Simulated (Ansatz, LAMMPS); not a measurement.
# Localised basis functions on aqueous Li+ and Br-, 6.2 mol of salt per kg of water at 280 K (203 atoms)

Aim: test how closely localised support functions follow the reference on aqueous Li+ and Br-, 6.2 mol of salt per kg of water at 280 K (203 atoms), and at what cost. A setting counts as converged where the r.m.s. difference of forces stays under 1 % of the r.m.s. force.

Program: Ansatz 0.2.0. Level of theory: Kohn-Sham DFT, PBE+D4, PAW (set soft_2), plane waves. Values are calculated unless marked as measured.

**1. The structure**

The cell holds 203 atoms: 63 O, 126 H, 7 Li and 7 Br. Its edges and angles: a = 12.945 Å, b = 12.945 Å, c = 12.945 Å, α = 90.0°, β = 90.0°, γ = 90.0°. 63 H2O, 7 Li+, 7 Br- placed at random, at 1.33 g/cm³; overlaps pushed apart, then 10 ps at 420 K with Joung-Cheatham ions (J. Phys. Chem. B 112, 9020 (2008)); SPC/E water (Berendsen, Grigera and Straatsma, J. Phys. Chem. 91, 6269 (1987)). Snapshot after 20 ps at 280 K and fixed volume.

Limits known from the start: The network of contacts between molecules at the start is that of the classical potential that made the cell, and needn't be the one that DFT or experiment would give. The density was typed from a rule of thumb and may lie off the real one at this temperature. Sampling is at Γ alone, for a cell whose shortest periodic width is 13 Å.

**2. The classical run that made the cell**

A classical potential supplies the starting structure, since it reaches far longer times than DFT.

This step: classical MD, Joung-Cheatham ions (J. Phys. Chem. B 112, 9020 (2008)); SPC/E water (Berendsen, Grigera and Straatsma, J. Phys. Chem. 91, 6269 (1987)) (LAMMPS 22 Jul 2025 - Update 4).

Input file in.lmp:

```
# aqueous Li+ and Br-, 6.2 mol of salt per kg of water
units real
atom_style full
boundary p p p
bond_style harmonic
angle_style harmonic
dihedral_style opls
improper_style harmonic
special_bonds lj 0 0 0.5 coul 0 0 0.75
read_data data.lmp
neigh_modify delay 0 every 1 check yes one 4000
comm_modify cutoff 12.0
timestep 0.5
thermo_style custom step time temp pe press density
thermo_modify norm yes
# push overlapping molecules apart
pair_style soft 2.6
pair_coeff * * 0.0
variable a equal ramp(1,60)
fix ad all adapt 1 pair soft a * * v_a
velocity all create 420 89318 mom yes dist gaussian
fix lim all nve/limit 0.03
fix lan all langevin 420 420 50 89319 zero yes
thermo 1000
run 3000 post no
unfix ad
pair_style lj/cut/coul/long 9.0
pair_modify mix arithmetic tail yes
pair_coeff 1 1 0.1553 3.1660   # O
pair_coeff 2 2 0.0000 1.0000   # H
pair_coeff 3 3 0.3367 1.4094   # Li
pair_coeff 4 4 0.0270 4.9017   # Br
kspace_style pppm 1.0e-4
thermo 100
# [... 17 lines left out ...]
compute msd all msd com yes
thermo 5000
fix md all nvt temp 280 280 100
run 20000 post no
print "== T280: mean square displacement over the hold $(c_msd[4]:%.2f) A^2"
unfix md
uncompute msd
write_dump all custom T280.dump id type xs ys zs modify sort id
```

Command:

```sh
$ lmp -in in.lmp -log none -nocite
```

Log:

```text
LAMMPS (22 Jul 2025 - Update 4)
Reading data file ...
  orthogonal box = (0 0 0) to (12.94548 12.94548 12.94548)
  203 atoms
  orthogonal box = (0 0 0) to (12.94548 12.94548 12.94548)
  126 bonds
  63 angles
   Step          Time           Temp          PotEng         Press         Density
         0   0              420            0.15840263     8514.6152      1.3339985
      1000   500            429.50767      0.9491082      29812.331      1.3339985
      2000   1000           450.0218       0.80165561     36342.341      1.3339985
      3000   1500           413.62862      0.75947751     44823.572      1.3339985
[... 29 lines left out ...]
Loop time of 4.75102 s on 1 MPI rank(s) for 10000 steps with 203 atoms
   Step          Time           Temp          PotEng         Press         Density
[... 4 lines left out ...]
Loop time of 2.30447 s on 1 MPI rank(s) for 5000 steps with 203 atoms
   Step          Time           Temp          PotEng         Press         Density
[... 2 lines left out ...]
     25000   24000          288.37904     -10.717571      4472.7079      1.3339985
     30000   29000          287.72939     -10.808452      788.2126       1.3339985
     35000   34000          287.94635     -10.748486      4079.8108      1.3339985
     37000   36000          274.39093     -10.72147       2429.3779      1.3339985
Loop time of 8.95644 s on 1 MPI rank(s) for 20000 steps with 203 atoms
== T280: mean square displacement over the hold 9.89 A^2
```

It took 17 s on 1 thread of AMD EPYC 9R45, shared host; peak memory 0.074 GiB.

The input also reads data.lmp (atoms, bonds and types; not printed here).

**3. Plane-wave single point**

The first run uses the default basis; a harder plane-wave run follows as the reference for the support functions.

Input file input.yaml:

```yaml
crystal:
  lattice:
    - [12.94548, 0.0, 0.0]
    - [0.0, 12.94548, 0.0]
    - [0.0, 0.0, 12.94548]
  atoms:
    - { symbol: O, position: [0.92301, 0.13013, 0.61809] }
    - { symbol: H, position: [0.98931, 0.10407, 0.64796] }
    - { symbol: H, position: [0.9237, 0.12041, 0.54146] }
    - { symbol: O, position: [0.53954, 0.98456, 0.40294] }
    - { symbol: H, position: [0.47396, 0.95209, 0.37818] }
    - { symbol: H, position: [0.57454, 0.93708, 0.45282] }
    - { symbol: O, position: [0.84488, 0.90698, 0.53801] }
    - { symbol: H, position: [0.86006, 0.96468, 0.48894] }
    - { symbol: H, position: [0.76852, 0.89599, 0.54201] }
    - { symbol: O, position: [0.17257, 0.26652, 0.48118] }
    - { symbol: H, position: [0.17164, 0.24273, 0.55466] }
    - { symbol: H, position: [0.17889, 0.20538, 0.4344] }
    - { symbol: O, position: [0.78554, 0.61802, 0.28824] }
    - { symbol: H, position: [0.81908, 0.63943, 0.35446] }
    - { symbol: H, position: [0.73684, 0.67329, 0.265] }
    - { symbol: O, position: [0.95977, 0.34851, 0.34952] }
    - { symbol: H, position: [0.92828, 0.27797, 0.34906] }
    - { symbol: H, position: [0.94186, 0.38513, 0.28391] }
    - { symbol: O, position: [0.64949, 0.49376, 0.01575] }
    - { symbol: H, position: [0.70401, 0.53284, 0.97745] }
    - { symbol: H, position: [0.67848, 0.46784, 0.0825] }
    - { symbol: O, position: [0.558, 0.27763, 0.85424] }
    - { symbol: H, position: [0.51644, 0.21768, 0.87966] }
    - { symbol: H, position: [0.52348, 0.30852, 0.79242] }
    - { symbol: O, position: [0.90066, 0.30034, 0.75348] }
    - { symbol: H, position: [0.90823, 0.26382, 0.68584] }
    - { symbol: H, position: [0.86945, 0.37002, 0.74176] }
    - { symbol: O, position: [0.97927, 0.76026, 0.17904] }
    - { symbol: H, position: [0.9731, 0.71063, 0.12017] }
    - { symbol: H, position: [0.01774, 0.72676, 0.23704] }
    - { symbol: O, position: [0.65863, 0.10465, 0.25939] }
    - { symbol: H, position: [0.72439, 0.13172, 0.28955] }
    [... 165 atom lines left out ...]
    - { symbol: Br, position: [0.39315, 0.8458, 0.91628] }
    - { symbol: Br, position: [0.86409, 0.56071, 0.70279] }
    - { symbol: Br, position: [0.39565, 0.58782, 0.31112] }
    - { symbol: Br, position: [0.16128, 0.1134, 0.66647] }
    - { symbol: Br, position: [0.61411, 0.83418, 0.56945] }
    - { symbol: Br, position: [0.88012, 0.10664, 0.37862] }
kpoints:
  mp_grid: { grid: [1, 1, 1] }
hamiltonian:
  xc: pbe
  dispersion: d4
scf:
  occupations: { method: fermi_dirac, width: 0.025 }
output:
  forces: true
  stress: true
  populations: true
  dos:
    method: { smearing: { sigma: 0.15 } }
    de: 0.1
    projected: { site_lists: { Br: [Br], H: [H], Li: [Li], O: [O] } }
  eigenvalues: true
  write_density: true
  write_potential: true
  volumetric_format: npy
  elf: true
```

Command:

```sh
$ ansatz run input.yaml --threads 8 --pin off --max-ram 15872MiB --backend cpu --events-out ev --progress --plain --runs-dir out
```

Log:

```text
Engine: ansatz 0.2.0, x86_64-unknown-linux-gnu
Pseudopotentials: kind: paw
Pseudopotential: O, paw, valence charge 6, recommended cutoff 420 eV (normal), O.paw.azcp
Pseudopotential: H, paw, valence charge 1, recommended cutoff 420 eV (normal), H.paw.azcp
Pseudopotential: Li, paw, valence charge 3, recommended cutoff 420 eV (normal), Li.paw.azcp
Pseudopotential: Br, paw, valence charge 7, recommended cutoff 420 eV (normal), Br.paw.azcp
[... 5 lines on functional and potentials left out ...]
Crystal: 203 atoms, lattice volume = 2169.474 Å³
Basis set: ecut = 420 eV, 42379 PW (Γ), exchange–correlation on 180×180×180 points (8 copies of the dense FFT grid, shifted against one another)
Bands: 490, of which v1, the nominal top of the filled ones, is band 287 counted from 1 (286 counted from 0)
Symmetry: 1 space group operations
Space group: P1 (ITA 1), of the structure as read, at distance tolerance 1.3e-4 Å
k-points: 1
[... 9 lines on functional and potentials left out ...]
Initial density: superposition of atomic densities (neutral atoms: chi_scale 0, normalization atom), corrected by the library's trained network
Initial wavefunctions: pseudopotential atomic-orbital guess
Functional: x = pbe(κ = 0.804, μ = 0.219515), c = pbe(β = 0.066725)
SCF iter   1: F=—  HF=-58720.508138 eV  |F-HF|=—  |Δ(HF+E_count)|=         —  Δρ=2.87e-3  dr2=2.68e-1  ethr=1.77e-3  ⟨swp⟩=6.0  Hψ=2317  notcnv=0  defer=115
preconditioner: auto → Resta (q_TF=auto, 2.186 Å⁻¹)  ε∞=2.2  [insulator: Δε(μ)=4.059 eV  Ē_g=17.103 eV  σ=0.025 eV  W_gap=1.00  n_scr=388 (ndim 8)  ℏωp=18.9 eV  f_vac=0.228  D(μ)=0.00/eV (n_scr^D=0)  ε∞_Penn≈2.2]
SCF iter   2: F=—  HF=-58720.383997 eV  |F-HF|=—  |Δ(HF+E_count)|=   1.24e-1  Δρ=1.50e-3  dr2=5.79e-2  ethr=4.67e-5  ⟨swp⟩=2.0  Hψ=781  notcnv=0  defer=196
SCF iter   3: F=—  HF=-58720.346232 eV  |F-HF|=—  |Δ(HF+E_count)|=   3.78e-2  Δρ=6.28e-4  dr2=1.50e-2  ethr=1.01e-5  ⟨swp⟩=2.0  Hψ=581  notcnv=0  defer=196
SCF iter   4: F=—  HF=-58720.341406 eV  |F-HF|=—  |Δ(HF+E_count)|=   4.83e-3  Δρ=1.98e-4  dr2=9.81e-4  ethr=2.61e-6  ⟨swp⟩=2.0  Hψ=580  notcnv=0  defer=196
SCF iter   5: F=—  HF=-58720.341484 eV  |F-HF|=—  |Δ(HF+E_count)|=   7.80e-5  Δρ=9.86e-5  dr2=1.63e-4  ethr=1.71e-7  ⟨swp⟩=2.0  Hψ=572  notcnv=0  defer=196
SCF iter   6: F=—  HF=-58720.341425 eV  |F-HF|=—  |Δ(HF+E_count)|=   5.91e-5  Δρ=3.24e-5  dr2=1.73e-5  ethr=2.84e-8  ⟨swp⟩=2.0  Hψ=573  notcnv=0  defer=196
SCF iter   7: F=—  HF=-58720.341935 eV  |F-HF|=—  |Δ(HF+E_count)|=   5.09e-4  Δρ=7.20e-6  dr2=1.05e-6  ethr=3.01e-9  ⟨swp⟩=2.0  Hψ=777  notcnv=0  defer=196
SCF iter   8: F=—  HF=-58720.341936 eV  |F-HF|=—  |Δ(HF+E_count)|=   1.14e-6  Δρ=4.48e-6  dr2=3.31e-7  ethr=1.83e-10  ⟨swp⟩=2.0  Hψ=574  notcnv=0  defer=196
SCF iter   9: F=-58720.341936 eV  HF=-58720.341936 eV  |F-HF|=9.60e-9  |Δ(HF+E_count)|=   1.35e-8  Δρ=8.51e-7  dr2=1.29e-8  ethr=1.74e-11  ⟨swp⟩=19.0  Hψ=4612  notcnv=0
SCF 1 converged in 9 iterations: F = -58720.341936 eV  dr2 = 1.29e-8
  greatest PAW one-centre occupation: 1.000 electrons in one spin orbital (limit 2), on the Li atom at site 195 (counted from 0), in its partial waves of l = 0
WARN: The input density's exchange-correlation potential varies sharply where the density is thin. Do not read a vacuum level from v_tot or v_xc, or from such a field of the output density. On a cell that repeats whose density bears no net charge and no dipole along the vacuum's axis use v_es (v_loc + v_h of the components); [...]
SCF converged after 9 iterations
Free energy (F): -58720.341936 eV
Harris-Foulkes:  -58720.341936 eV  (|F-HF|=9.60e-9)
Internal energy: -58720.341936 eV  (E = F + TS)
E sigma→0 (E₀):  -58720.341936 eV
Fermi energy:    0.430553 eV
--- Per-component energies (eV) ---
  E_band       = -5550.078908
  E_kinetic    = 13816.858164
  E_local      = -43241.680113  (includes V_loc(G=0)·N_el)
  E_nonlocal   = 3503.370711
  E_hartree    = 15524.984073
  E_xc         = -7649.543193
  E_vxc        = -8135.408822  (∫ρ·V_xc dr)
  E_paw        = -25934.169257  (= ΣΔE_a)
  E_vpaw       = -2543.196374  (= ΣTr[D̂ρ^β])
  E_aug_tail   = 0.011133  (compensation charges beyond the density's cutoff)
  E_ewald      = -14732.657971
  E_disp       = -7.515482  (pairwise vdW)
  E_smearing   = -0.000000  (= −TS)
  E_closure    = 0.000000  (closes the sum)
  Σ components = -58720.341936   (vs F -58720.341936, Δ=0.00e0)
--- Forces (eV/Å), atoms counted from 1 ---
  atom   1  O      0.25451340     0.20792606    -0.12157863
  atom   2  H      0.10580943     0.52415289    -0.95081070
  atom   3  H      0.20370110    -0.01813399     0.93362322
  atom   4  O     -0.22525257     0.15268197    -0.38303012
  atom   5  H      0.86618042     0.41249445     0.81868040
  atom   6  H     -0.63550671     0.11624336    -0.33346216
  atom   7  O      0.01053024    -0.01204446    -0.56897688
  atom   8  H     -0.42254222    -0.71024490     0.64242272
  atom   9  H      0.65096556     0.26686627    -0.17037706
  atom  10  O     -0.13078581     0.04461953    -0.40785615
  atom  11  H      0.00916907    -0.34230300    -1.08763122
  atom  12  H     -0.21694255     0.53430559     1.10024473
  atom  13  O     -0.29317618     0.74277719     0.04398789
  atom  14  H     -0.42785705    -0.16509260    -0.40031601
[...]
atom 202  Br     0.06157105    -0.49916482     0.16576869
  atom 203  Br    -0.00532740    -0.11943605    -0.26991275
  max |Σ_I F_I| component: 1.93e-5 eV/Å
--- Stress (GPa, compression-positive) ---
       -2.115607       0.268964       0.152270
        0.268965      -1.723900       0.231027
        0.152272       0.231026      -2.070980
  P = ⅓ Tr σ = -1.9702 GPa (-19.702 kbar)
--- Band table (eV) ---
  k-point 0: bands = ["-44.7023", "-44.0112", "-43.9720", "-43.9531", [... 474 levels ...], "11.1754", "11.2051", "11.2230", "11.2487", "11.2832", "11.3174", "11.3526", "11.3844", "11.4008", "11.4074", "11.4763", "11.4870"]
--- Löwdin populations: 203 sites ---
  site symbol       q [e]
     0      O      6.6665
     1      H      0.6478
     2      H      0.6463
[...]
202     Br      7.4043
  spilling = 0.010081 (of n_electrons = 574.000000)
```

It took 10 s on 8 threads of AMD EPYC 9R45, shared host; peak memory 3.2 GiB.

In the SCF lines HF is the Harris–Foulkes energy and dr2 the Hartree energy of the density residual, in eV; the loop may stop once dr2 is under the threshold and the program's other checks hold. Hψ counts applications of the Hamiltonian.

The program notes that the exchange-correlation potential is rough where the density is thin.

Read from the output:

* free energy: -58720.3419 eV
* free energy per atom: -289.2628 eV/atom
* SCF cycles: 9
* pressure: -1.97 GPa
* r.m.s. force component: 0.5168 eV/Å
* longest force: 1.554 eV/Å
* Fermi energy: 0.4306 eV
* gap (highest filled to lowest empty level): 3.922 eV
* spilling of the projection: 0.01008

The r.m.s. force component of 0.52 eV/Å sets the scale for the differences below.

**4. Plane waves at 750 eV (750 eV)**

The grid of the support functions holds more waves than the default cutoff, so they are judged against a harder plane-wave run.

input.yaml, the sections that differ from step 3:

```yaml
output:
  forces: true
  eigenvalues: true
basis:
  ecutwfc: "750 eV"
# crystal, kpoints, hamiltonian, scf: as in step 3
```

Log:

```text
[...]
Crystal: 203 atoms, lattice volume = 2169.474 Å³
Basis set: ecut = 750 eV, 101073 PW (Γ), exchange–correlation on 240×240×240 points (8 copies of the dense FFT grid, shifted against one another)
Bands: 490, of which v1, the nominal top of the filled ones, is band 287 counted from 1 (286 counted from 0)
Symmetry: 1 space group operations
[...]
k-points: 1
[...]
SCF iter   1: F=—  HF=-58721.482289 eV  |F-HF|=—  |Δ(HF+E_count)|=         —  Δρ=3.09e-3  dr2=2.71e-1  ethr=1.77e-3  ⟨swp⟩=6.0  Hψ=2322  notcnv=0  defer=117
[...]
SCF iter   3: F=—  HF=-58721.323755 eV  |F-HF|=—  |Δ(HF+E_count)|=   3.64e-2  Δρ=6.60e-4  dr2=1.51e-2  ethr=1.02e-5  ⟨swp⟩=2.0  Hψ=581  notcnv=0  defer=39
automatic band count: iteration 3 solves 333 bands in place of 490: the levels show a gap, and the empty bands left out lie too high to hold charge; the band table lists the bands solved (type scf.n_extra_bands for more)
SCF iter   4: F=—  HF=-58721.319008 eV  |F-HF|=—  |Δ(HF+E_count)|=   4.75e-3  Δρ=1.98e-4  dr2=9.75e-4  ethr=2.62e-6  ⟨swp⟩=2.0  Hψ=580  notcnv=0  defer=39
[...]
SCF iter   9: F=-58721.319065 eV  HF=-58721.319065 eV  |F-HF|=8.93e-9  |Δ(HF+E_count)|=   7.68e-9  Δρ=8.96e-7  dr2=1.38e-8  ethr=1.74e-11  ⟨swp⟩=14.0  Hψ=1584  notcnv=0
SCF 1 converged in 9 iterations: F = -58721.319065 eV  dr2 = 1.38e-8
[...]
SCF converged after 9 iterations
Free energy (F): -58721.319065 eV
[...]
Internal energy: -58721.319065 eV  (E = F + TS)
E sigma→0 (E₀):  -58721.319065 eV
Fermi energy:    0.430137 eV
[...]
Σ components = -58721.319065   (vs F -58721.319065, Δ=0.00e0)
--- Forces (eV/Å), atoms counted from 1 ---
  atom   1  O      0.26854627     0.19801088    -0.12910259
  atom   2  H      0.09026451     0.53016221    -0.95826298
  atom   3  H      0.20386063    -0.01686246     0.95082294
  atom   4  O     -0.23264004     0.13449470    -0.37650821
[...]
atom 203  Br    -0.00491478    -0.11939488    -0.26964462
  max |Σ_I F_I| component: 1.62e-5 eV/Å
--- Band table (eV) ---
[...]
```

It took 11 s on 8 threads; peak memory 6.5 GiB; 80 s of CPU time.

Forces differ from the reference by 10 meV/Å r.m.s., 1.9 % of their size, over a tolerance of 1 %; the energy by -4.8 meV/atom. This is the tighter run, so the reference isn't converged in this setting (nor is this run shown to be).

**5. Support functions medium**

The cell is solved in localised support functions. Besides, the program derives a nominal cutoff of 464 eV for this run, against the reference's 750.

This step: Kohn-Sham DFT, PBE+D4, PAW (set soft_2), localised support functions (medium) (Ansatz 0.2.0).

input.yaml, the sections that differ from step 4:

```yaml
scf:
  occupations: { method: fermi_dirac, width: 0.025 }
  eigensolver: { kind: { support_functions: { accuracy: medium } } }
  max_iter: 150
# crystal, kpoints, hamiltonian, output: as in step 4
# basis: removed
```

Log:

```text
Warning: scf.eigensolver.kind.support_functions: disabling space-group detection — the functions' gradient is summed over unrotated k-points, so no spatial operation reduces the k-mesh or symmetrises the density; time reversal is kept, so that k and −k are solved as one point where they differ and the mesh holds both, and exact exchange and, on two spinor components, a DFT+U term hold to it where the run has them: [...]
Warning: basis.ecutwfc = 464 eV, auto-derived: no grid that the accuracy of the support functions lays serves the files at the lower one that their records recommend; a deck with other species or settings can derive another value
settings of this run that can trade accuracy for cost: scf.eigensolver.kind.support_functions [...]
[...]
Crystal: 203 atoms, lattice volume = 2169.474 Å³
Basis set: ecut = 464 eV, 49173 PW (Γ), exchange–correlation on 192×192×192 points (8 copies of the dense FFT grid, shifted against one another)
Bands: 345, of which v1, the nominal top of the filled ones, is band 287 counted from 1 (286 counted from 0)
Symmetry: 1 space group operations
k-points: 1
[...]
SCF iter   1: F=—  HF=-58712.676367 eV  |F-HF|=—  |Δ(HF+E_count)|=         —  Δρ=8.76e-2  dr2=1.45e2  ethr=1.00e-1
[...]
SCF iter  11: F=—  HF=-58721.438562 eV  |F-HF|=—  |Δ(HF+E_count)|=   2.44e-3  Δρ=1.55e-5  dr2=1.03e-5  ethr=1.26e-8  κ⁻¹=1.5e-5(r=7)
SCF iter  12: F=-58721.440391 eV  HF=-58721.440391 eV  |F-HF|=1.58e-8  |Δ(HF+E_count)|=   1.83e-3  Δρ=7.54e-6  dr2=2.57e-6  ethr=1.79e-9
SCF 1 converged in 12 iterations: F = -58721.458598 eV  dr2 = 2.57e-6
[...]
SCF converged after 12 iterations
Stability not checked: this state was not tested for a lower state beside it, because the mixer in use, unlike msr1, does not test its closes by its own steps (another_mixer; see scf.mixing.algorithm and scf.lower_state_search)
Free energy (F): -58721.458598 eV
[...]
Internal energy: -58721.458598 eV  (E = F + TS)
E sigma→0 (E₀):  -58721.458598 eV
Fermi energy:    0.429822 eV
[...]
Σ components = -58721.458598   (vs F -58721.458598, Δ=0.00e0)
--- Forces (eV/Å), atoms counted from 1 ---
  atom   1  O      0.27188478     0.19667493    -0.13126260
  atom   2  H      0.08739421     0.53109243    -0.95948678
  atom   3  H      0.20352217    -0.01647632     0.95395003
  atom   4  O     -0.23350724     0.13137363    -0.37546763
[...]
atom 203  Br    -0.00518790    -0.11939374    -0.26986719
  max |Σ_I F_I| component: 4.11e-3 eV/Å
--- Band table (eV) ---
[...]
```

Run time: 37 s. Hardware: 8 threads; peak memory 4.9 GiB.

The program notes that the band table was not solved further than the SCF left it and it switched symmetry off.

Keys that differ from the reference: basis.ecutwfc removed, support_functions.accuracy = "medium" and scf.max_iter = 150.

Forces differ from the reference by 1.9 meV/Å r.m.s., 0.36 % of their size, within a tolerance of 1 %; the energy by -0.69 meV/atom. It took 3.4 times the reference's time (shared host, so rough).

(Part 1 of 3 ends here.)

[Long decimals in the printed logs are rounded to 6 places.]

[Logs are printed without paths, hosts, clocks, repeated set-up lines and the standing remarks that a program may print on its own settings, such as how far it seeks lower states.]

[Hosts, paths, dates, database ids (printed as entryN), source tags and the programs' standing remarks are cut or masked in the printed files.]
